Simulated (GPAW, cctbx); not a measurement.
# How far are the atoms of Zn4SeS3 from free atoms?

Question: by how much does bonding change the structure factors of Zn4SeS3?

The cell is our own: ordered zincblende alloy in the eight-atom cube, 1 of 4 S sites given to Se. All numbers below are calculated.

### 1. Find the equilibrium geometry

The density hangs on the geometry, so cell and atoms are relaxed first, with the symmetry held. The cutoff is set higher than for the density because stress converges slowly with plane waves.

Settings: GPAW 26.7.0, PBE, 650 eV, 4×4×4 k-points, Fermi–Dirac width 0.02 eV, BFGS to 0.02 eV/Å.

```text
cell
1.0
     5.522500000    0.000000000    0.000000000
     0.000000000    5.522500000    0.000000000
     0.000000000    0.000000000    5.522500000
Se Zn S
1 4 3
Direct
0.000000000 0.000000000 0.000000000
0.250000000 0.250000000 0.250000000
0.250000000 0.750000000 0.750000000
0.750000000 0.250000000 0.750000000
0.750000000 0.750000000 0.250000000
0.000000000 0.500000000 0.500000000
0.500000000 0.000000000 0.500000000
0.500000000 0.500000000 0.000000000
```

```console
$ OMP_NUM_THREADS=1 mpirun -n 4 gpaw python run.py > gpaw.log
```

```text
BFGS:    0      -26.758741        0.653591
BFGS:    1      -26.781151        0.546769
BFGS:    2      -26.835868        0.033629
BFGS:    3      -26.836129        0.027216
BFGS:    4      -26.836166        0.025769
BFGS:    5      -26.836291        0.016642
cell  5.5193 5.5193 5.5193  90.00 90.00 90.00
volume 168.131 A^3, largest force 0.008 eV/A, largest stress 0.13 GPa
```

After 5 steps the volume has changed by -0.2 % and the energy by -0.078 eV; the largest stress left is 0.13 GPa. It took 1.9 min on 4 cores of Arm Neoverse V2 (shared host), peak memory 1.1 GiB.

Relaxed structure: P-43m (no. 215), a = 5.5193 Å, b = 5.5193 Å, c = 5.5193 Å, α = 90.00°, β = 90.00°, γ = 90.00°.

| atom | mult. | x | y | z |
| --- | --- | --- | --- | --- |
| Se1 | 1 | 0 | 0 | 0 |
| Zn1 | 4 | 0.2565 | 0.2565 | 0.2565 |
| S1 | 3 | 0 | 1/2 | 1/2 |

### 2. The all-electron density

X-rays see the whole electron density, so the PAW density is rebuilt with its core regions. Subtracting spherical free atoms from the same code cancels the cores and leaves the deformation density Δρ, the part due to bonding.

Settings: PBE, 600 eV, 4×4×4 k-points, Fermi–Dirac width 0.02 eV; primitive cell of 8 atoms.

```console
$ OMP_NUM_THREADS=1 mpirun -n 4 gpaw python run.py > gpaw.log
```

```text
|iter:   1|       0s |  -28.003803 | +0.75 |       |
|iter:   2|       1s |  -27.855343 | -0.15 | -1.19 |
|iter:   3|       2s |  -26.831823 | -0.65 | -1.24 |
...
|iter:  12|      13s |  -26.831389c| -6.34 | -6.01c|
|iter:  13|      14s |  -26.831389c| -7.14 | -6.16c|
|iter:  14|      15s |  -26.831389c| -7.91c| -6.12c|
```

```text
grid (64, 64, 64)  electrons 202.000  moved by bonding 1.697 e
deformation density beyond 0.5 A of the nuclei: max 0.131, min -0.078 e/A^3
atom        x       y       z   Voronoi charge  moment
Se1    0.0000  0.0000  0.0000     -0.242       0.00
Zn2    0.2565  0.2565  0.2565      0.272       0.00
Zn3    0.2565  0.7435  0.7435      0.272       0.00
Zn4    0.7435  0.2565  0.7435      0.272       0.00
Zn5    0.7435  0.7435  0.2565      0.272       0.00
S 6    0.0000  0.5000  0.5000     -0.282       0.00
S 7    0.5000  0.0000  0.5000     -0.282       0.00
S 8    0.5000  0.5000  0.0000     -0.282       0.00
mean inner potential of superposed free atoms 13.128 V
total magnetic moment 0.000 muB
```

Deformation density in a plane through the shortest contact of the Zn atom at the origin, in 0.01 e/Å³ (clipped at ±99); x from -1.6 to 4.0 Å, y from 2.4 down to -2.4 Å:

```text
 11   .   .   .  -3   0   0  -1  -1  -1  -1  -1  -1  -1  -1  -1
 11   .   .   .  -2   0   0  -1  -1  -1  -1  -1  -1  -1  -1  -1
  5   2   6  10   7   2   0  -1  -1  -1  -1   0   0   0  -1  -1
  2   4   9  11   7   1  -1  -1   0   0   0   1   2   1   0  -1
  0   1   3   0  -5  -6  -4   0   2   1  -2   0   3   2   0  -1
 -1  -2  -4  -6   .  -3  -6   2   8   4  -6   .   0   1   0  -1
 -2  -3  -5  -3   .   .  -8   3  12   9   .   .  -7  -2   0  -1
 -1  -2  -5  -5   .  -3  -6   2   8   6  -2   .   3   2   1   0
 -1  -1  -2  -5  -6  -5  -4   0   3   3   5  11  12   6   1  -1
 -1  -1  -1  -1  -2  -3  -2  -1   0   2   4   8   6   1  -2  -2
 -1  -1  -1  -1  -1  -1  -1  -1  -1   0   0  -2  -7  -7  -6  -4
 -1  -1  -1  -1  -1  -1  -1  -1  -1  -2  -3  -5   .   .   .  -5
 -1  -1  -1  -1  -1  -1  -1  -1  -1  -2  -3  -5   .   .   .  -5
```

Atoms in or within 0.15 Å of the plane: Zn (0.0, 0.0), Zn (3.2, -2.2), S (2.4, 0.0), S (-0.8, 2.2) Å. Dots mark points within about 0.45 Å of a nucleus; large values next to them are atomic features.

S gains most (-0.28 e) and Zn loses most (+0.27 e), as electronegativity suggests. Such charges fall far short of formal ones, since overlapping free atoms already put density on their neighbours. Along the shortest contact from the Zn atom at the map's origin, Zn–S at 2.37 Å, Δρ is +0.09 e/Å³ at the midpoint and highest, +0.13, 1.47 Å from Zn (points within 0.5 Å of a nucleus left out): a bond charge, the mark of covalency, pulled towards S. At the midpoints of other shortest contacts it is +0.09 (Se–Zn, 2.45 Å) e/Å³. Point values carry grid noise of about 0.01 e/Å³. The run needed 14 iterations, 22 s.

### 3. Structure factors

The Fourier components of Δρ, added to those of the free atoms, give the static X-ray structure factors; the Mott–Bethe relation turns them into the Fourier components V of the potential that fast electrons feel.

```text
static structure factors of the conventional cell: F in electrons, V (Mott-Bethe) in volts
   h  k  l      d  |F| table  |F| free   |F| DFT   change   |V| free  |V| DFT  change %
   0  1  0  5.5193    12.796    12.784    12.818    0.034     0.275    0.247    -10.2
   0  1  1  3.9027    17.082    17.079    17.040   -0.040     0.465    0.481      3.6
   1  1  1  3.1866   122.453   122.434   122.618    0.184     6.377    6.289     -1.4
   0  2  0  2.7597    36.868    36.603    35.914   -0.689     0.208    0.351     68.9
   0  2  1  2.4683    19.730    19.716    19.660   -0.056     0.524    0.533      1.8
   1  2  1  2.2532    17.148    17.125    17.071   -0.054     0.451    0.459      1.7
   0  2  2  1.9514   142.660   142.176   141.901   -0.275     6.128    6.156      0.5
   0  3  0  1.8398    25.312    25.209    25.189   -0.019     0.684    0.686      0.3
   1  2  2  1.8398    11.231    11.217    11.218    0.001     0.181    0.180     -0.1
   0  3  1  1.7454    14.067    14.028    14.019   -0.009     0.280    0.281      0.3
   1  3  1  1.6641    96.333    95.871    95.541   -0.331     3.695    3.722      0.7
   2  2  2  1.5933    30.837    30.314    30.618    0.304     0.450    0.431     -4.1
   0  3  2  1.5308     4.175     4.187     4.187   -0.001     0.049    0.048     -0.1
   1  3  2  1.4751    15.302    15.240    15.259    0.018     0.345    0.344     -0.3
```

The largest X-ray change is -0.69 e on 020, 1.9 % of |F|. For electrons V goes as (Z − F)/g², so a change of F counts against Z − F, which is small at low angle and wherever the atoms' terms cancel: |V| of 020 moves by +68.9 % (0.21 to 0.35 V) against -1.9 % in |F|. The last three rows still change by up to 0.30 e; the table stops while the angles are still low. The tabulated Hartree–Fock atoms differ from the free DFT atoms by up to 0.52 e, so the choice of reference atom matters too.

### 4. Answer

Bonding moves 1.70 e in the primitive cell of Zn4SeS3 and changes the structure factors of the conventional cell in the table above by at most 0.69 e (020, 1.9 %). The shortest bond, Zn–S, has Δρ = +0.09 e/Å³ at its midpoint, a covalent bond charge. Limits: static density, frozen cores, no spin–orbit coupling.

[Outputs are excerpts: Python notices, other lines and further rows are left out; steps that failed or that the build refused (PBEsol, TPSS) are not shown.]

[Logs are printed without paths, hosts, clocks, repeated set-up lines and the standing remarks that a program may print on its own settings, such as how far it seeks lower states.]
